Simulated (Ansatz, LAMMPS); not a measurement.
# Gap against volume in glassy 44SiO2-56MgO (mol %) (83 atoms)

Density of this cell: 2.66 g/cm³. The cell holds 83 atoms: 15 Si, 19 Mg and 49 O. Its edges and angles: a = 10.224 Å, b = 10.143 Å, c = 10.058 Å, α = 90.1°, β = 92.2°, γ = 90.4°. The starting structure: 83 atoms (15 Si, 19 Mg, 49 O) placed at random at 2.56 g/cm³, melted at 4000 K for 10 ps at fixed volume with the Morse and Coulomb pair potential with partial charges (Pedone, Malavasi, Menziani, Cormack and Segre, J. Phys. Chem. B 110, 11780 (2006)). Quenched from 4000 K to 300 K at 30 K/ps and fixed volume, held 10 ps at zero pressure.

Calculated with Ansatz 0.2.0: Kohn-Sham DFT, RPBE, PAW (set soft_2), plane waves; cutoff 420 eV, Γ point, fixed occupations. The relaxed cell was scaled evenly and the atoms were relaxed at each volume. The gap is that between the highest filled and the lowest empty Kohn-Sham level on the run's k-points.

```
volume (Å³/atom)  gap (eV)
          11.301               3.647
          11.803                   ?
          12.180               3.376
          12.557               3.262
          12.933               3.163
          13.310               3.089
```

**Question.** Fit a straight line in ln V to the rows given and interpolate to the withheld row.

Worked fit:

A volume deformation potential makes the spacing linear in u = ln(V/V0), with V0 = 12.557 Å³ the relaxed volume; v is the spacing.

| u = ln(V/V0) | v (eV) |
| --- | --- |
| -0.105361 | 3.6475 |
| -0.0304590 | 3.3762 |
| 0 | 3.2619 |
| 0.0295582 | 3.1635 |
| 0.0582690 | 3.0887 |

With n = 5: mean u = -0.00959860, mean v = 3.30756, Σ(u − ū)² = 0.015837, Σ(u − ū)(v − v̄) = -0.054918. Slope b = -0.054918 / 0.015837 = -3.4677; intercept a = v̄ − b ū = 3.2743.

At the withheld volume u = -0.06188, and v = a + b u.

Prediction at 11.803: 3.489 eV. The run gave 3.493 eV, so the fit is low by 0.0043 eV (0.12 % of the value).

The slope, -3.47 eV, says that the spacing narrows on expansion. Among the rows given, the largest miss of the fit is at 13.310, by 0.016 eV (2.9 % of the range of the table).

Limits: The table spans 16 % in volume, wide for a linear law. Semilocal functionals tend to put gaps under measured ones. Only the Γ point is sampled. Defect or tail levels can set the spacing of a disordered cell.

[Logs are printed without paths, hosts, clocks, repeated set-up lines and the standing remarks that a program may print on its own settings, such as how far it seeks lower states.]

[Hosts, paths, dates, database ids (printed as entryN), source tags and the programs' standing remarks are cut or masked in the printed files.]
